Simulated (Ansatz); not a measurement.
# What V2NO2 monolayer distorts into, part 2 of 2

Which phase does V2NO2 monolayer fall into along its unstable mode, and how much energy does it gain?

Ansatz 0.2.0; DFT PBEsol, scalar-relativistic, plane waves, PAW; PAW set soft_1.

So far, highest frequency on the path or at a solved wavevector (cm⁻¹): step 2 (phonons on a q mesh) 657. Also lowest frequency on the path (cm⁻¹): step 2 -203.

## Step 6: Relaxation from the frozen mode

Starting from the lowest point found, all atoms and the cell are let go, so that strain and other modes of the same symmetry can join in.

input.yaml

```yaml
crystal:
  lattice:
    - [2.8714334083, 0.0, 0.0]
    - [0.0, 4.9734685537, 0.0]
    - [0.0, 0.0, 32.6]
  atoms:
    - { symbol: "N", position: [0.5, 0.5, 0.3067484663] }
    - { symbol: "N", position: [0.0, 0.0, 0.3067484663] }
    - { symbol: V, position: [-0.0487561368, 0.3333333333, 0.3417799602] }
    - { symbol: V, position: [0.5487561368, 0.8333333333, 0.3417799602] }
    - { symbol: V, position: [0.4512438632, 0.1666666667, 0.2717169724] }
    - { symbol: V, position: [0.0487561368, 0.6666666667, 0.2717169724] }
    - { symbol: O, position: [0.4698458767, 0.1666666667, 0.3723333869] }
    - { symbol: O, position: [0.0301541233, 0.6666666667, 0.3723333869] }
    - { symbol: O, position: [-0.0301541233, 0.3333333333, 0.2411635456] }
    - { symbol: O, position: [0.5301541233, 0.8333333333, 0.2411635456] }
  periodic: [true, true, false]
kpoints:
  mp_grid: { grid: [12, 8, 1] }
hamiltonian:
  xc: pbesol
  pseudopotentials: { kind: paw, azcp: { folder: soft_1 }, xc_functional: pbe }
scf:
  occupations: { method: methfessel_paxton, width: 0.2 }
output:
  forces: true
  stress: true
  eigenvalues: true
relax:
  adjacent_minimum: "off"
  f_tol: 0.002
  max_steps: 120
  cell: { stress_2d_tol: 0.005 }
```

Run with:

```
$ ansatz run input.yaml --threads 8 --pin off --max-ram 16384MiB --backend cpu --events-out ev --progress --plain --runs-dir out
```

Numbers of over 12 decimals in the logs are rounded to 6 here.

Output:

```text
[...]
Crystal: 10 atoms, lattice volume = 465.560 Å³
Basis set: ecut = 420 eV, 9161 PW (Γ), exchange–correlation on 40×72×450 points (8 copies of the dense FFT grid, shifted against one another)
Bands: 53, of which v1, the nominal top of the filled ones, is band 43 counted from 1 (42 counted from 0)
Symmetry: 4 space group operations
[...]
k-points: 35 of 96
[...]
SCF iter   1: F=—  HF=-14560.069843 eV  |F-HF|=—  |Δ(HF+E_count)|=         —  Δρ=9.73e-2  dr2=4.71e1  ethr=3.10e-3  ⟨swp⟩=9.0  Hψ=11611  notcnv=0
[...]
SCF iter  13: F=-14549.588902 eV  HF=-14549.588902 eV  |F-HF|=2.73e-11  |Δ(HF+E_count)|=  7.08e-10  S|Δr|=    0.00e0  Δρ=1.51e-7  dr2=1.02e-10  ethr=1.00e-12  ⟨swp⟩=3.1  Hψ=6314  notcnv=0
SCF 1 converged in 13 iterations: F = -14549.588902 eV  dr2 = 1.02e-10
[...]
relax step   1: F+E_penalty+E_count = -14549.58890219 eV  Δ(F+E_penalty+E_count) = +0.000e0 eV  max|allowed force component| = 2.372e-1 eV/Å  Δτ_max = 0.0000 Å  P = +0.524 N/m  Ω = 465.560 Å³  fix = [c, alpha, beta]  reactions: c +0.000 N/m; alpha +0.000 N/m/rad  (13 SCF iters, dr2 threshold 1.00e-7 eV, accepted)
Crystal: 10 atoms, lattice volume = 466.763 Å³
Basis set: ecut = 420 eV, 9169 PW (Γ), exchange–correlation on 40×72×450 points (8 copies of the dense FFT grid, shifted against one another)
[...]
iter 1 solved again at ethr=6.01e-6 eV; its pass at ethr=3.10e-3 eV (dr2=5.17e-3 eV) is discarded
[...]
SCF iter   5: F=-14549.609524 eV  HF=-14549.609524 eV  |F-HF|=4.85e-7  |Δ(HF+E_count)|=   1.23e-6  S|Δr|=    0.00e0  Δρ=7.89e-6  dr2=1.34e-7  ethr=1.16e-9  ⟨swp⟩=13.9  Hψ=11717  notcnv=0
the search or the solves at the SCF's close seem to have found levels that the self-consistency loop had missed (the run counts 1). By its estimate they hold under 1e-12 electrons; where the run keeps them, the occupations were computed again with them
SCF 2 converged in 5 iterations: F = -14549.609524 eV  dr2 = 1.34e-7
relax step   2: F+E_penalty+E_count = -14549.60952403 eV  Δ(F+E_penalty+E_count) = -2.062e-2 eV  max|allowed force component| = 1.444e-1 eV/Å  Δτ_max = 0.0172 Å  P = +0.109 N/m  Ω = 466.763 Å³  energy of the carried Pulay correction = -1.000e-3 eV  fix = [c, alpha, beta]  reactions: c +0.000 N/m; alpha +0.000 N/m/rad  (5 SCF iters, dr2 threshold 1.00e-6 eV, accepted)
Crystal: 10 atoms, lattice volume = 467.004 Å³
Basis set: ecut = 420 eV, 9153 PW (Γ), exchange–correlation on 40×72×450 points (8 copies of the dense FFT grid, shifted against one another)
[...]
SCF iter   5: F=-14549.620515 eV  HF=-14549.620515 eV  |F-HF|=4.32e-7  |Δ(HF+E_count)|=   3.43e-6  S|Δr|=    0.00e0  Δρ=9.85e-6  dr2=2.61e-7  ethr=1.16e-9  ⟨swp⟩=14.2  Hψ=11967  notcnv=0
SCF 3 converged in 5 iterations: F = -14549.620515 eV  dr2 = 2.61e-7
relax step   3: F+E_penalty+E_count = -14549.62051540 eV  Δ(F+E_penalty+E_count) = -1.099e-2 eV  max|allowed force component| = 4.942e-2 eV/Å  Δτ_max = 0.0216 Å  P = +0.071 N/m  Ω = 467.004 Å³  energy of the carried Pulay correction = -1.201e-3 eV  fix = [c, alpha, beta]  reactions: c -0.000 N/m; alpha -0.000 N/m/rad  (5 SCF iters, dr2 threshold 1.00e-6 eV, accepted)
[...]
relax step   4: F+E_penalty+E_count = -14549.62070051 eV  Δ(F+E_penalty+E_count) = -1.851e-4 eV  max|allowed force component| = 3.896e-2 eV/Å  Δτ_max = 0.0023 Å  P = -0.042 N/m  Ω = 467.302 Å³  energy of the carried Pulay correction = -1.448e-3 eV  fix = [c, alpha, beta]  reactions: c -0.000 N/m; alpha -0.000 N/m/rad  (4 SCF iters, dr2 threshold 1.53e-7 eV, accepted)
[...]
relax step   5: F+E_penalty+E_count = -14549.62097251 eV  Δ(F+E_penalty+E_count) = -2.720e-4 eV  max|allowed force component| = 8.368e-3 eV/Å  Δτ_max = 0.0044 Å  P = +0.023 N/m  Ω = 467.398 Å³  energy of the carried Pulay correction = -1.528e-3 eV  fix = [c, alpha, beta]  reactions: c +0.000 N/m; alpha +0.000 N/m/rad  (5 SCF iters, dr2 threshold 9.49e-8 eV, accepted)
[...]
relax step   6: F+E_penalty+E_count = -14549.62092873 eV  Δ(F+E_penalty+E_count) = +4.378e-5 eV  max|allowed force component| = 5.306e-3 eV/Å  Δτ_max = 0.0012 Å  P = -0.052 N/m  Ω = 467.497 Å³  energy of the carried Pulay correction = -1.610e-3 eV  fix = [c, alpha, beta]  reactions: c +0.000 N/m; alpha -0.000 N/m/rad  (5 SCF iters, dr2 threshold 1.32e-8 eV, accepted)
[...]
relax step   7: F+E_penalty+E_count = -14549.62099023 eV  Δ(F+E_penalty+E_count) = -6.150e-5 eV  max|allowed force component| = 9.589e-4 eV/Å  Δτ_max = 0.0005 Å  P = -0.001 N/m  Ω = 467.435 Å³  energy of the carried Pulay correction = -1.559e-3 eV  fix = [c, alpha, beta]  reactions: c -0.000 N/m; alpha -0.000 N/m/rad  (5 SCF iters, dr2 threshold 6.29e-9 eV, accepted)
[...]
relax step   8: F+E_penalty+E_count = -14549.62266412 eV  Δ(F+E_penalty+E_count) = -1.674e-3 eV  max|allowed force component| = 9.441e-4 eV/Å  Δτ_max = 0.0000 Å  P = +0.018 N/m  Ω = 467.435 Å³  fix = [c, alpha, beta]  reactions: c +0.000 N/m; alpha -0.000 N/m/rad  stress off target by 4.02e-2 N/m on what of the cell is left free  SCF on the basis re-selected at this cell (its energy is not comparable with the rows above)  (8 SCF iters)
[...]
relax step   9: F+E_penalty+E_count = -14549.62261982 eV  Δ(F+E_penalty+E_count) = +4.430e-5 eV  max|allowed force component| = 5.780e-4 eV/Å  Δτ_max = 0.0003 Å  P = -0.001 N/m  Ω = 467.493 Å³  energy of the carried Pulay correction = -4.764e-5 eV  fix = [c, alpha, beta]  reactions: c +0.000 N/m; alpha -0.000 N/m/rad  (4 SCF iters, dr2 threshold 1.98e-9 eV, accepted)
[...]
SCF iter   1: F=—  HF=-14549.622371 eV  |F-HF|=—  |Δ(HF+E_count)|=         —  Δρ=1.20e-5  dr2=2.40e-8  ethr=2.60e-7  ⟨swp⟩=8.1  Hψ=21287  notcnv=0
eigensolver tolerance schedule: the retry pair's looser diagonalisation over-reported the residual by 9324.55 of it (diagonalisation noise at 3.58 of the residual, at the tolerance the schedule requests for it); recorded, not acted on — ethr = c·dr2/N_el stays at c = 1.0e-1
SCF iter   2: F=—  HF=-14549.622668 eV  |F-HF|=—  |Δ(HF+E_count)|=   2.97e-4  S|Δr|=    0.00e0  Δρ=2.79e-6  dr2=2.80e-8  ethr=2.79e-11  ⟨swp⟩=7.6  Hψ=8858  notcnv=0
[...]
SCF iter   7: F=-14549.622668 eV  HF=-14549.622668 eV  |F-HF|=1.46e-10  |Δ(HF+E_count)|=  7.28e-10  S|Δr|=    0.00e0  Δρ=5.54e-9  dr2=9.52e-14  ethr=1.00e-12  ⟨swp⟩=10.6  Hψ=12241  notcnv=0
SCF 10 converged in 7 iterations: F = -14549.622668 eV  dr2 = 9.52e-14
relax step  10: F+E_penalty+E_count = -14549.62266766 eV  Δ(F+E_penalty+E_count) = -4.784e-5 eV  max|allowed force component| = 5.848e-4 eV/Å  Δτ_max = 0.0000 Å  P = -0.001 N/m  Ω = 467.493 Å³  fix = [c, alpha, beta]  reactions: c +0.000 N/m; alpha -0.000 N/m/rad  stress off target by 2.75e-3 N/m on what of the cell is left free  SCF on the basis re-selected at this cell (its energy is not comparable with the rows above)  (7 SCF iters)
[...]
SCF converged after 7 iterations
[...]
Free energy (F): -14549.622668 eV
[...]
Internal energy: -14549.642621 eV  (E = F + TS)
E sigma→0 (E₀):  -14549.627656 eV
Entropy (-TS):   0.019953 eV (1.995 meV/atom)
Fermi energy:    -6.247499 eV
[...]
--- Forces (eV/Å), atoms counted from 1 ---
  atom   1  N     -0.00000000     0.00000000     0.00000000
  atom   2  N     -0.00000000    -0.00000000     0.00000000
  atom   3  V     -0.00013684     0.00007160    -0.00047587
  atom   4  V      0.00013684     0.00007160    -0.00047587
  atom   5  V     -0.00013684    -0.00007160     0.00047587
  atom   6  V      0.00013684    -0.00007160     0.00047587
  atom   7  O     -0.00024309    -0.00021396     0.00058481
  atom   8  O      0.00024309    -0.00021396     0.00058481
  atom   9  O     -0.00024309     0.00021396    -0.00058481
  atom  10  O      0.00024309     0.00021396    -0.00058481
  max |Σ_I F_I| component: 0.00e0 eV/Å
--- 2D stress c σ (N/m, compression-positive) ---
        0.000539      -0.000000       0.000000
       -0.000000      -0.002749       0.000000
        0.000000       0.000000      -0.000000
  P = ½ c Tr σ = -0.0011 N/m
--- Band table (eV; the first three rows and the last of 35) ---
  k-point 0: bands = [... 39 lower, -8.8484, -7.6748, -7.3644, -7.3054, -6.5173, -6.1715, -6.0852, -5.8591, ... 6 higher]
  k-point 1: bands = [... 39 lower, -9.0931, -7.6045, -7.2222, -7.1831, -6.5748, -6.1888, -6.0127, -5.7856, ... 6 higher]
  k-point 2: bands = [... 39 lower, -8.9488, -7.5216, -7.1453, -6.8857, -6.5528, -6.1751, -5.8869, -5.6658, ... 6 higher]
  k-point 34: bands = [... 39 lower, -9.6624, -7.6192, -7.6192, -6.0342, -6.0342, -5.5609, -5.5609, -5.3649, ... 6 higher]
--- Relaxed structure (8 steps of the walk, 8 accepted, 2 SCFs on fresh bases) ---
  F+E_penalty+E_count = -14549.62266766 eV   max|allowed force component| = 5.848e-4 eV/Å   (the final SCF, on the basis selected at the relaxed cell)
  cell:  # Å, volume = 467.4928 Å³
    - [2.888195, 0.0, 0.0]
    - [0.0, 4.965132, 0]
    - [0.0, 0, 32.6]
  atoms:
    - { symbol: N, position: [0.5, 0.500000, 0.30674846628] }
    - { symbol: N, position: [0, 0, 0.30674846628] }
    - { symbol: V, position: [-0.049726, 0.329321, 0.341938] }
    - { symbol: V, position: [0.549726, 0.829321, 0.341938] }
    - { symbol: V, position: [0.450274, 0.170679, 0.271559] }
    - { symbol: V, position: [0.049726, 0.670679, 0.271559] }
    - { symbol: O, position: [0.475956, 0.159268, 0.372249] }
    - { symbol: O, position: [0.024044, 0.659268, 0.372249] }
    - { symbol: O, position: [-0.024044, 0.340732, 0.241247] }
    - { symbol: O, position: [0.524044, 0.840732, 0.241247] }
```

Wall time 94 s (8 threads of Arm Neoverse V2, shared host); peak memory 1.9 GiB.

The steps of the relaxation:

| step | energy less that of the first step (eV) | largest force component (eV/Å) | volume (Å³) |
| --- | --- | --- | --- |
| 1 | 0.0000 | 0.2372 | 465.56 |
| 2 | -0.0206 | 0.1444 | 466.76 |
| 3 | -0.0316 | 0.0494 | 467.00 |
| 4 | -0.0318 | 0.0390 | 467.30 |
| 5 | -0.0321 | 0.0084 | 467.40 |
| 6 | -0.0320 | 0.0053 | 467.50 |
| 7 | -0.0321 | 0.0010 | 467.44 |
| 8* | -0.0338 | 0.0009 | 467.44 |
| 9 | -0.0337 | 0.0006 | 467.49 |
| 10* | -0.0338 | 0.0006 | 467.49 |

Relaxation steps marked * repeat the geometry before them on a plane-wave basis chosen anew for their cell, so energy and pressure can jump there.

Forces are held to the 4 operations that the run works with; a distortion that breaks them can't arise in this run.

| cell as run | before | after | change |
| --- | --- | --- | --- |
| a (Å) | 2.871 | 2.888 | +0.6 % |
| b (Å) | 4.973 | 4.965 | -0.2 % |

The atoms that moved most (Å, along periodic axes as changes of fractional coordinates times the final cell, across vacuum about the mean position):

| atom | dx | dy | dz | length |
| --- | --- | --- | --- | --- |
| O10 | -0.018 | 0.037 | 0.003 | 0.041 |
| O9 | 0.018 | 0.037 | 0.003 | 0.041 |
| O7 | 0.018 | -0.037 | -0.003 | 0.041 |
| O8 | -0.018 | -0.037 | -0.003 | 0.041 |
| V3 | -0.003 | -0.020 | 0.005 | 0.021 |
| V4 | 0.003 | -0.020 | 0.005 | 0.021 |
| V6 | 0.003 | 0.020 | -0.005 | 0.021 |
| V5 | -0.003 | 0.020 | -0.005 | 0.021 |

Final coordinates:

```cif
data_structure
_symmetry_space_group_name_H-M 'P 1'
_symmetry_Int_Tables_number 1
_cell_length_a 2.8882
_cell_length_b 4.9651
_cell_length_c 32.6000
_cell_angle_alpha 90.000
_cell_angle_beta 90.000
_cell_angle_gamma 90.000
_cell_volume 467.49
loop_
_atom_site_label
_atom_site_type_symbol
_atom_site_fract_x
_atom_site_fract_y
_atom_site_fract_z
_atom_site_occupancy
N1 N 0.50000 0.50000 0.30675 1
N2 N 0.00000 0.00000 0.30675 1
V3 V 0.95027 0.32932 0.34194 1
V4 V 0.54973 0.82932 0.34194 1
V5 V 0.45027 0.17068 0.27156 1
V6 V 0.04973 0.67068 0.27156 1
O7 O 0.47596 0.15927 0.37225 1
O8 O 0.02404 0.65927 0.37225 1
O9 O 0.97596 0.34073 0.24125 1
O10 O 0.52404 0.84073 0.24125 1
```

Numbers from this step:

- area per atom: 1.434 Å²

The distorted start has space group P2_1/c; the relaxation ends in P2_1/c.

## Step 7: The phases reached

The phases reached along the modes that were followed are set side by side.

Energies are those of the first relaxation, on the mesh of the frozen mode; space group, volume and gap are those of the last relaxation. Phases, by row:

| mode frozen in | space group | energy from parent (meV/atom) | volume (Å³/atom) | gap on mesh (eV) | lowest zone-centre optical mode (cm⁻¹) | largest shift (Å) |
| --- | --- | --- | --- | --- | --- | --- |
| parent | P-3m1 | 0 | 46.56 | 0 | – | – |
| q = (0, -0.5, 0), 203i cm⁻¹ | P2/m | -2.62 | 46.54 | 0 | – | 0.063 |
| q = (0, -0.5, 0), 179i cm⁻¹ | P2_1/c | -11.75 | 46.75 | 0 | – | 0.145 |

## Step 8: Results

```json
{
 "unstable mode of the parent": "q = (0, -0.5, 0), 179i cm⁻¹",
 "depth at the lowest point sampled": "8.33 meV/atom",
 "largest atomic shift at that point": "0.14 Å",
 "space group reached (within 0.01 Å)": "P2_1/c",
 "energy gained over the parent (first relaxation, on the mesh of the frozen mode)": "11.8 meV/atom",
 "area per atom, phase reached": "1.43 Å²"
}
```

What this shows: Along this mode the structure falls into P2_1/c, 11.8 meV/atom below the parent. At the parent's cell the well is 8.332 meV/atom deep on the steps tried, with its lowest point at a shift of 0.14 Å. Relaxing atoms and cell changes the gain by +3.42 meV/atom against the lowest step (energies at zero smearing). The modes of the phase reached were not computed on this path. Of the 2 patterns followed to their end from this parent, this one reaches the lowest energy. Each path keeps the symmetry of its pattern, so a lower phase may lie along a pattern not tried. With no gap, or one that is small against the smearing, the frequencies hang on the k mesh and the smearing, most of all near Kohn anomalies. The phonon runs are without spin polarisation, although the cell has an odd electron count. In a sheet or slab the interpolated bending branch near Γ is rough, since the rotational sum rule isn't imposed. The PAW files were made for PBE and serve the other functionals too. A phonon run warned that its eigensolver left some bands unconverged in a pass. The starting cell was built on a prototype and not taken from a measurement.

[Logs are printed without paths, hosts, clocks, repeated set-up lines and the standing remarks that a program may print on its own settings, such as how far it seeks lower states.]

[Hosts, paths, dates, database ids (printed as entryN), source tags and the programs' standing remarks are cut or masked in the printed files.]
